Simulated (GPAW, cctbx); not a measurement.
## What do these deviations say about the bonding?

Cu3OF, Pm-3m (no. 221), a = 3.9369 Å, b = 3.9369 Å, c = 3.9369 Å, α = 90.00°, β = 90.00°, γ = 90.00°.

| atom | mult. | x | y | z |
| --- | --- | --- | --- | --- |
| Cu1 | 3 | 0 | 0 | 1/2 |
| F1 | 1 | 1/2 | 1/2 | 1/2 |
| O1 | 1 | 0 | 0 | 0 |

The start was made by putting kin elements into a known structure type; the compound need not exist, or be stable, in this form.

Absolute values of the static structure factors of the conventional cell from DFT (PBE, GPAW) against free spherical atoms, in electrons:

| hkl | d (Å) | free atoms | crystal |
| --- | --- | --- | --- |
| 010 | 3.937 | 25.04 | 24.85 |
| 011 | 2.784 | 11.21 | 10.72 |
| 111 | 2.273 | 68.99 | 68.69 |
| 020 | 1.968 | 74.62 | 74.68 |
| 021 | 1.761 | 19.32 | 19.35 |
| 121 | 1.607 | 10.55 | 10.35 |
| 022 | 1.392 | 60.84 | 60.83 |
| 122 | 1.312 | 16.26 | 16.33 |
| 030 | 1.312 | 16.26 | 16.08 |
| 031 | 1.245 | 9.67 | 9.79 |

**Question.** Which way does charge move, and which reflections show it best?

Project each element's phase sum on the total phase. |F| rises if density moves to atoms that scatter in phase and falls if it moves to atoms that scatter against it; the rule is for low angles, since changes of shape take over beyond. Where all elements are in phase the terms compete, and the compactness of the donor's and the acceptor's density matters too.

| hkl | Cu in phase | F in phase | O in phase | change (e) | (%) |
| --- | --- | --- | --- | --- | --- |
| 010 | +1.0 | -1.0 | +1.0 | -0.19 | -0.7 |
| 011 | +1.0 | -1.0 | -1.0 | -0.50 | -4.4 |
| 111 | +3.0 | +1.0 | -1.0 | -0.31 | -0.4 |
| 020 | +3.0 | +1.0 | +1.0 | +0.05 | +0.1 |
| 021 | +1.0 | -1.0 | +1.0 | +0.03 | +0.2 |
| 121 | +1.0 | -1.0 | -1.0 | -0.19 | -1.8 |
| 022 | +3.0 | +1.0 | +1.0 | -0.01 | 0.0 |
| 122 | +1.0 | -1.0 | +1.0 | +0.07 | +0.4 |

Low-angle reflections that set elements apart and change by more than 0.05 e: 010, 011 and 111 (021 hardly moves and tells little). The signs fit a gain of density on F and O and a loss on Cu. The best witness is 011, -4.4 %, where O enters with -1.0. The real-space density agrees: Voronoi charges Cu +0.24, F -0.36, O -0.37 e. The shortest bond, Cu–O, has Δρ = +0.01 e/Å³ at its midpoint, low for a shared bond; with the charge transfer this is a polar contact. Limits: no Hubbard U on Cu.
